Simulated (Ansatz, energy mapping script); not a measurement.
## MnTeO4 monolayer: a spin model with pencil and paper

Given the energies of a few magnetic orders of MnTeO4 monolayer, solve for the couplings by hand and predict the energy of an order left out.

Method: PBEsol with U = 5 eV on Mn d, ortho-atomic projectors; plane waves, U on orthogonalised atomic orbitals unless named otherwise, collinear spin, no spin–orbit coupling, in Ansatz 0.2.0.

## 1. Set-up

The cell holds 6 atoms: 1 Mn, 1 Te and 4 O. Cell: a = 3.128 Å, b = 5.912 Å, c = 17.305 Å, α = 90.0°, β = 90.0°, γ = 90.0°. It derives from MnTeO4. one layer cut from the bulk crystal, unrelaxed, 15 A of vacuum. Vacuum lies along c.

The cell comes from a database of computed structures, and need not be the one that the compound takes in experiment.

## 2. Two of the runs

The parallel order and one order with opposed moments, in one cell and on one mesh:

input.yaml

```yaml
crystal:
  lattice:
    - [6.255502, 0.0, 0.0]
    - [0.0, 5.91161, 0.0]
    - [0.0, 0.0, 17.305309]
  atoms:
    - { symbol: Mn, position: [0.25, 0.188586, 0.5], spin: 4.5 }
    - { symbol: Mn, position: [0.75, 0.188586, 0.5], spin: 4.5 }
    - { symbol: Te, position: [0.0, 0.688586, 0.5] }
    - { symbol: Te, position: [0.5, 0.688586, 0.5] }
    - { symbol: O, position: [0.0, 0.393257, 0.455936] }
    - { symbol: O, position: [0.5, 0.393257, 0.455936] }
    - { symbol: O, position: [0.0, 0.983915, 0.544064] }
    - { symbol: O, position: [0.5, 0.983915, 0.544064] }
    - { symbol: O, position: [0.25, 0.7956255, 0.433393] }
    - { symbol: O, position: [0.75, 0.7956255, 0.433393] }
    - { symbol: O, position: [0.25, 0.5815465, 0.566607] }
    - { symbol: O, position: [0.75, 0.5815465, 0.566607] }
magnetization:
  spin_polarized: true
kpoints:
  mp_grid: { grid: [6, 7, 1] }
hamiltonian:
  xc: pbesol
  hubbard:
    sites:
      - { species: Mn, l: d, u_eff: 5.0 }
      - { site: 0, l: d, u_eff: 5.0, starting_ns: [{ spin: up, occupation_matrix: mn1_major }, { spin: down, occupation_matrix: mn1_minor }] }
      - { site: 1, l: d, u_eff: 5.0, starting_ns: [{ spin: up, occupation_matrix: mn1_major }, { spin: down, occupation_matrix: mn1_minor }] }
    projectors: ortho-atomic
    occupation_matrices:
      mn1_major:
        matrix:
          - [0.992, 0.0, 0.005, 0.0, 0.0]
          - [0.0, 0.991, 0.0, 0.0, -0.005]
          - [0.005, 0.0, 0.993, -0.002, 0.0]
          - [0.0, 0.0, -0.002, 0.994, 0.0]
          - [0.0, -0.005, 0.0, 0.0, 0.995]
      mn1_minor:
        matrix:
          - [0.023, 0.0, -0.003, -0.011, 0.0]
          - [0.0, 0.041, 0.0, 0.0, 0.042]
          - [-0.003, 0.0, 0.041, 0.008, 0.0]
          - [-0.011, 0.0, 0.008, 0.036, 0.0]
          - [0.0, 0.042, 0.0, 0.0, 0.098]
scf:
  occupations: { method: fermi_dirac, width: 0.05 }
output:
  eigenvalues: true
```

Started as:

```bash
$ ansatz run input.yaml --threads 4 --pin off --max-ram 8192MiB --backend cpu --events-out ev --progress --plain --runs-dir out
```

Numbers of over 12 decimals in the logs are rounded to 6 here.

What it wrote:

```text
Engine: ansatz 0.2.0, aarch64-unknown-linux-gnu
Pseudopotentials: kind: paw
Pseudopotential: Mn, paw, valence charge 15, recommended cutoff 420 eV (normal), Mn.paw.azcp
Pseudopotential: Te, paw, valence charge 16, recommended cutoff 420 eV (normal), Te.paw.azcp
Pseudopotential: O, paw, valence charge 6, recommended cutoff 420 eV (normal), O.paw.azcp
Functional definition: PBEsol
  exchange = pbesol_x
[...]
k-point 1 ↑: bands = [... 51 lower, -5.2295, -5.1613, -5.1462, -5.1008, -4.8391, -4.3183, -3.8131, -3.3786, ... 13 higher]
  k-point 2 ↑: bands = [... 51 lower, -5.2279, -5.1736, -5.0912, -5.0146, -4.9333, -4.0968, -3.9665, -3.3942, ... 13 higher]
  k-point 15 ↓: bands = [... 51 lower, -0.8536, 1.6894, 1.6894, 1.9451, 1.9451, 2.1579, 2.1579, 2.3517, ... 13 higher]
Occupation matrices written to <dir>
[key lines of the parts left out:]
SCF converged after 13 iterations
Magnetization: 9.9977 μB (59.9988 up, 50.0012 down)
Free energy (F): -26016.794516 eV
Fermi energy:    -2.571679 eV
```

It took 36 s on 4 threads of Arm Neoverse V1, shared host; peak memory 2.3 GiB; 2.3 min of CPU time.

input.yaml: that of step 2 with these lines changed.

```diff
@@ -7,3 +7,3 @@
     - { symbol: Mn, position: [0.25, 0.188586, 0.5], spin: 4.5 }
-    - { symbol: Mn, position: [0.75, 0.188586, 0.5], spin: 4.5 }
+    - { symbol: Mn, position: [0.75, 0.188586, 0.5], spin: -4.5 }
     - { symbol: Te, position: [0.0, 0.688586, 0.5] }
@@ -28,3 +28,3 @@
       - { site: 0, l: d, u_eff: 5.0, starting_ns: [{ spin: up, occupation_matrix: mn1_major }, { spin: down, occupation_matrix: mn1_minor }] }
-      - { site: 1, l: d, u_eff: 5.0, starting_ns: [{ spin: up, occupation_matrix: mn1_major }, { spin: down, occupation_matrix: mn1_minor }] }
+      - { site: 1, l: d, u_eff: 5.0, starting_ns: [{ spin: up, occupation_matrix: mn1_minor }, { spin: down, occupation_matrix: mn1_major }] }
     projectors: ortho-atomic
```

What it wrote:

```text
[...]
Crystal: 12 atoms, lattice volume = 639.952 Å³
Basis set: ecut = 420 eV, 12511 PW (Γ)
Bands: 72, of which v1, the nominal top of the filled ones, is band 55 counted from 1 (54 counted from 0)
Symmetry: 4 space group operations
[...]
k-points: 16 of 42
[...]
Starting moments: Σ|m| = 9 μB on 2 of 12 sites
[...]
k-point 1 ↑: bands = [... 51 lower, -4.8960, -4.5317, -4.0789, -3.0908, -2.2066, -0.4678, 0.0914, 1.8113, ... 13 higher]
  k-point 2 ↑: bands = [... 51 lower, -4.9545, -4.4171, -4.0828, -3.1125, -1.9795, -0.5072, 0.0032, 1.8596, ... 13 higher]
  k-point 15 ↓: bands = [... 51 lower, -4.4576, -4.4050, -4.2321, -3.3859, -0.8776, -0.6327, 1.6804, 1.9107, ... 13 higher]
Occupation matrices written to <dir>
[key lines of the parts left out:]
SCF converged after 12 iterations
Magnetization: -0.0000 μB (55.0000 up, 55.0000 down)
Free energy (F): -26016.800651 eV
Fermi energy:    -2.649864 eV
```

The job ended after 30 s (4 threads; peak memory 2.3 GiB; 2 min of CPU time).

At zero occupation width the energies are -26016.79418 and -26016.80062 eV for 2 Mn atoms, so ΔE = 1000 × (-26016.80062 − (-26016.79418)) / 2 = -3.22 meV a magnetic atom.

## 3. The orders used, and who is opposed

Each order is measured in this way from the parallel run of its own cell. n counts, for a mean magnetic atom, the neighbours of each shell whose moment is opposed.

| order | ΔE (meV) | n at 3.13 Å (of 2) | n at 5.91 Å (of 2) |
| --- | --- | --- | --- |
| compensated +− in cell A | -3.22 | 2 | 0 |
| compensated +− in cell B | -1.87 | 0 | 2 |
| uncompensated ++− in cell D | ? | 1.33 | 0 |

Wanted: the couplings, and ΔE of the order “uncompensated ++− in cell D”.

## 4. The equations

With E = −Σ J e·e over ordered pairs of unit vectors, an atom's energy is −Σ J (z − 2n), since each opposed neighbour turns +1 into −1. Against the parallel order, ΔE = 2 Σ n J:

- 4 J₁ = -3.22
- 4 J₂ = -1.87

Cramer's rule: the determinant of the left side is D = 16.00; with the column of each J replaced by the energies it is D₁ = -12.88 and D₂ = -7.480. So J₁ = -0.805 meV and J₂ = -0.468 meV.

## 5. The order left out

ΔE = 2.66 × (-0.805) = -2.14 meV.

## 6. Outcome

| Quantity | Value |
| --- | --- |
| J₁, Mn–Mn at 3.13 Å | -0.805 meV |
| J₂, Mn–Mn at 5.91 Å | -0.468 meV |
| ΔE predicted for the withheld order | -2.14 meV |
| ΔE of the withheld run | -2.41 meV |

In words: The hand solution predicts -2.14 meV and the withheld run gave -2.41 meV, a miss of 0.27 meV on a scale of 3.22 meV. Farther shells, terms beyond the Heisenberg form or the mesh can cause that. A least-squares fit to all 3 orders gives -0.836 and -0.467 meV. This set was picked because its moments stay put and its equations are well conditioned; many sets are less well behaved. Shells left out of the hand model add to these values wherever the orders used reverse them, so each J is partly a sum. The orders cannot split some shells at all: the value at 3.13 Å holds J(3.13) + 2 J(6.69) and the value at 5.91 Å holds J(5.91) + 2 J(6.69). A fit with one more shell, at 6.26 Å, gives -0.80, -0.47 and -0.099 meV and 18.1 K in mean field.

1 further run of the session is left out of this account and of its counts and ranges: runs hit by known faults of a program or its files, repeats, responses too ill-conditioned to give a U, cells squeezed past sense, harmless faults, or fits whose shells could not be counted again from the structure.

[Logs and program files are shortened in this print: banners, set-up blocks, solver, clock and traceback lines can be left out without a mark of their own.]

[Logs are printed without paths, hosts, clocks, repeated set-up lines and the standing remarks that a program may print on its own settings, such as how far it seeks lower states.]

[Hosts, paths, dates, database ids (printed as entryN), source tags and the programs' standing remarks are cut or masked in the printed files.]

[Where a cell is said to come from a database of computed structures, the database is the Materials Project.]
